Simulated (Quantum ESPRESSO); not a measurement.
# CuO (Tenorite): which magnetic order is lowest, part 3 of 3

Wanted: the moments of CuO (Tenorite) and the energy of each order that was tried.

Quantum ESPRESSO 7.5; PBE with U = 6 eV on Cu d (ortho-atomic projectors); plane waves with GBRV 1.5 PBE potentials, no spin-orbit coupling.

So far, absolute magnetization (μB): step 2 (start 1: ferro ++) 2.09; step 3 (antiferromagnetic, Kohn–Sham states 34, start moments [1.0 …) 1.67.

## Step 7: Start 6: antiferro q=(0,1/2,1/2) +−−+

This order needs a doubled cell of 8 atoms.

pw.in reads:

```
&CONTROL
  calculation = 'scf'
  prefix = 'pwscf'
  outdir = './tmp'
  pseudo_dir = './pseudo'
  disk_io = 'nowf'
/
&SYSTEM
  ibrav = 0
  celldm(1) = 8
  nat = 8
  ntyp = 3
  ecutwfc = 40
  ecutrho = 280
  nbnd = 64
  occupations = 'smearing'
  smearing = 'fd'
  degauss = 0.00367493
  nspin = 2
  starting_magnetization(1) = 0.0526
  starting_magnetization(2) = -0.0526
  starting_magnetization(3) = 0
/
&ELECTRONS
  conv_thr = 1.6d-08
  electron_maxstep = 150
  mixing_beta = 0.3
/
ATOMIC_SPECIES
Cu1    63.5460 cu_pbe_v1.2.uspp.F.UPF
Cu2    63.5460 cu_pbe_v1.2.uspp.F.UPF
O      15.9990 o_pbe_v1.2.uspp.F.UPF
CELL_PARAMETERS alat
   0.5531818906194   -0.4042360396340    0.0000000000000
   1.1063637812387    0.8084720792680    0.0000000000000
   0.3523920112353    0.4042360396340    1.1947484912637
ATOMIC_POSITIONS crystal
Cu1     0.0000000000    0.2500000000    0.0000000000
Cu2     0.0000000000    0.7500000000    0.0000000000
Cu2     0.5000000000    0.7500000000    0.5000000000
Cu1     0.5000000000    0.2500000000    0.5000000000
O       0.5816000000    0.0842000000    0.2500000000
O       0.5816000000    0.5842000000    0.2500000000
O       0.4184000000    0.9158000000    0.7500000000
O       0.4184000000    0.4158000000    0.7500000000
K_POINTS automatic
8 4 8 0 0 0
HUBBARD {ortho-atomic}
U Cu1-3d 6.0000
U Cu2-3d 6.0000
```

Run with:

```sh
$ OMP_NUM_THREADS=1 mpirun -n 4 pw.x -nk 4 -in pw.in > pw.out
```

Output:

```text
     [... lines left out ...]
Program PWSCF v.7.5 starts
     [... lines left out ...]
     number of atoms/cell      =            8
     [... lines left out ...]
     number of electrons       =       100.00
     number of Kohn-Sham states=           64
     kinetic-energy cutoff     =      40.0000  Ry
     charge density cutoff     =     280.0000  Ry
     scf convergence threshold =      1.6E-08
     [... lines left out ...]
      2 Sym. Ops., with inversion, found ( 1 have fractional translation)
     [... lines left out ...]
     number of k points=   132  Fermi-Dirac smearing, width (Ry)=  0.0037
     [... lines left out ...]
     iteration # 16     ecut=    40.00 Ry     beta= 0.30
     [... lines left out ...]
     Magnetic moment per site  (integrated on atomic sphere of radius R)
     atom   1 (R=0.190)  charge= 16.4390  magn=  0.6481
     atom   2 (R=0.190)  charge= 16.4390  magn= -0.6481
     atom   3 (R=0.190)  charge= 16.4371  magn= -0.6491
     atom   4 (R=0.190)  charge= 16.4371  magn=  0.6491
     atom   5 (R=0.190)  charge=  5.3717  magn=  0.1287
     atom   6 (R=0.190)  charge=  5.3717  magn= -0.1287
     atom   7 (R=0.190)  charge=  5.3717  magn= -0.1287
     atom   8 (R=0.190)  charge=  5.3717  magn=  0.1287
     [... lines left out ...]
     Tr[ns(  1)] (up, down, total) =   4.92577  4.29197  9.21774
     [... lines left out ...]
     Tr[ns(  2)] (up, down, total) =   4.29197  4.92577  9.21774
     [... lines left out ...]
     Tr[ns(  3)] (up, down, total) =   4.28990  4.92471  9.21461
     [... lines left out ...]
     Tr[ns(  4)] (up, down, total) =   4.92471  4.28989  9.21460
     [... lines left out ...]
     the Fermi energy is    11.8553 ev
!    total energy              =   -1743.64192327 Ry
     estimated scf accuracy    <          8.0E-09 Ry
     smearing contrib. (-TS)   =      -0.00000002 Ry
     [... lines left out ...]
     total magnetization       =     0.00 Bohr mag/cell
     absolute magnetization    =     3.49 Bohr mag/cell
     convergence has been achieved in  16 iterations
```

It took 2.4 min on 4 MPI ranks of AMD EPYC 9R45, shared host; peak memory 1.3 GiB.

This step gave:

- smearing term TS: 2.83e-7 eV
- magnetization: 0 μB
- absolute magnetization: 3.492 μB
- final state: antiferromagnetic
- largest moment: 0.6491 μB

## Step 8: Run 7 (no spin polarisation)

pw.in reads:

```
&CONTROL
  calculation = 'scf'
  prefix = 'pwscf'
  outdir = './tmp'
  pseudo_dir = './pseudo'
  disk_io = 'nowf'
/
&SYSTEM
  ibrav = 0
  celldm(1) = 8
  nat = 4
  ntyp = 2
  ecutwfc = 40
  ecutrho = 280
  nbnd = 34
  occupations = 'smearing'
  smearing = 'fd'
  degauss = 0.00367493
/
&ELECTRONS
  conv_thr = 8d-09
  electron_maxstep = 150
  mixing_beta = 0.3
/
ATOMIC_SPECIES
Cu     63.5460 cu_pbe_v1.2.uspp.F.UPF
O      15.9990 o_pbe_v1.2.uspp.F.UPF
CELL_PARAMETERS alat
   0.5531818906194   -0.4042360396340    0.0000000000000
   0.5531818906194    0.4042360396340    0.0000000000000
  -0.2007898793840    0.0000000000000    1.1947484912637
ATOMIC_POSITIONS crystal
Cu      0.0000000000    0.5000000000    0.0000000000
Cu      0.5000000000    0.0000000000    0.5000000000
O       0.5816000000    0.4184000000    0.2500000000
O       0.4184000000    0.5816000000    0.7500000000
K_POINTS automatic
8 8 8 0 0 0
HUBBARD {ortho-atomic}
U Cu-3d 6.0000
```

Output:

```text
     [... lines left out ...]
Program PWSCF v.7.5 starts
     [... lines left out ...]
     number of atoms/cell      =            4
     [... lines left out ...]
     number of electrons       =        50.00
     number of Kohn-Sham states=           34
     kinetic-energy cutoff     =      40.0000  Ry
     charge density cutoff     =     280.0000  Ry
     scf convergence threshold =      8.0E-09
     [... lines left out ...]
      4 Sym. Ops., with inversion, found ( 2 have fractional translation)
     [... lines left out ...]
     number of k points=   150  Fermi-Dirac smearing, width (Ry)=  0.0037
     [... lines left out ...]
     iteration # 12     ecut=    40.00 Ry     beta= 0.30
     [... lines left out ...]
     Tr[ns(  1)] =   9.35991
     [... lines left out ...]
     Tr[ns(  2)] =   9.35991
     [... lines left out ...]
     the Fermi energy is    11.4359 ev
!    total energy              =    -871.77620711 Ry
     estimated scf accuracy    <          1.5E-09 Ry
     smearing contrib. (-TS)   =      -0.00111060 Ry
     [... lines left out ...]
     convergence has been achieved in  12 iterations
```

Run time: 14 s. Hardware: 4 MPI ranks; peak memory 0.43 GiB; 56 s of CPU time.

Read from the output:

- smearing term TS: 0.01511 eV
- final state: non-magnetic (no spin polarisation)

## Step 9: Energies of the orders

An order is kept where moments of 0.15 μB or more survive with the typed signs; meshes match where a doubled cell samples the same k points as the first cell.

Orders:

```csv
start,final state,typed order kept,energy over the lowest (meV a seeded atom),largest site moment (μB),net moment (μB a cell of the first run),mesh matched,CPU time (s)
ferro ++,ferromagnetic,yes,61.81,0.7022,2,yes,138.9
antiferro +-,antiferromagnetic,yes,11.32,0.6456,0,yes,194
"antiferro q=(0,1/2,1/2) +-+-",antiferromagnetic,yes,55.98,0.6854,0,yes,577.8
"antiferro q=(1/2,1/2,0) +-+-",antiferromagnetic,yes,4.334,0.6492,0,yes,393.1
"antiferro q=(1/2,1/2,0) +--+",antiferromagnetic,yes,61.67,0.6891,0,yes,412.7
"antiferro q=(0,1/2,1/2) +--+",antiferromagnetic,yes,0,0.6491,0,yes,585.3
no spin polarisation,non-magnetic,-,304.5,0,0,yes,56.4
```

## Step 10: Occupations of the corrected shells in the lowest state

Occupations of the Hubbard shells:

```
block  type  shell  spin  electrons             occupation numbers
    1   Cu1     3d    up      4.926  0.970 0.986 0.989 0.990 0.991
    1   Cu1     3d  down      4.292  0.368 0.965 0.985 0.985 0.989
    2   Cu2     3d    up      4.292  0.368 0.965 0.985 0.985 0.989
    2   Cu2     3d  down      4.926  0.970 0.986 0.989 0.990 0.991
    3   Cu2     3d    up       4.29  0.365 0.966 0.985 0.986 0.988
    3   Cu2     3d  down      4.925  0.970 0.986 0.988 0.990 0.991
    4   Cu1     3d    up      4.925  0.970 0.986 0.988 0.990 0.991
    4   Cu1     3d  down       4.29  0.365 0.966 0.985 0.986 0.988
```

## Step 11: What came out

```json
{"lowest state found": "antiferromagnetic (from antiferro q=(0,1/2,1/2) +--+)", "largest site moment": "0.649 μB", "next state with moments": "antiferromagnetic, 4.33 meV a seeded atom higher", "state without moments (under the same U)": "304 meV a seeded atom higher"}
```

**Reading.** Under a U the spinless run pays the Hubbard penalty of a partly filled shell, so its energy overstates what forming the moments gains. This is the lowest of 7 collinear or spinless starts, no proof of the ground state.

[Logs and program files are shortened in this print: banners, set-up blocks, solver, clock and traceback lines can be left out without a mark of their own.]

[Logs are printed without paths, hosts, clocks, repeated set-up lines and the standing remarks that a program may print on its own settings, such as how far it seeks lower states.]

[Hosts, paths, dates, database ids (printed as entryN), source tags and the programs' standing remarks are cut or masked in the printed files.]

[Where a cell is said to come from a database of computed structures, the database is the Materials Project.]
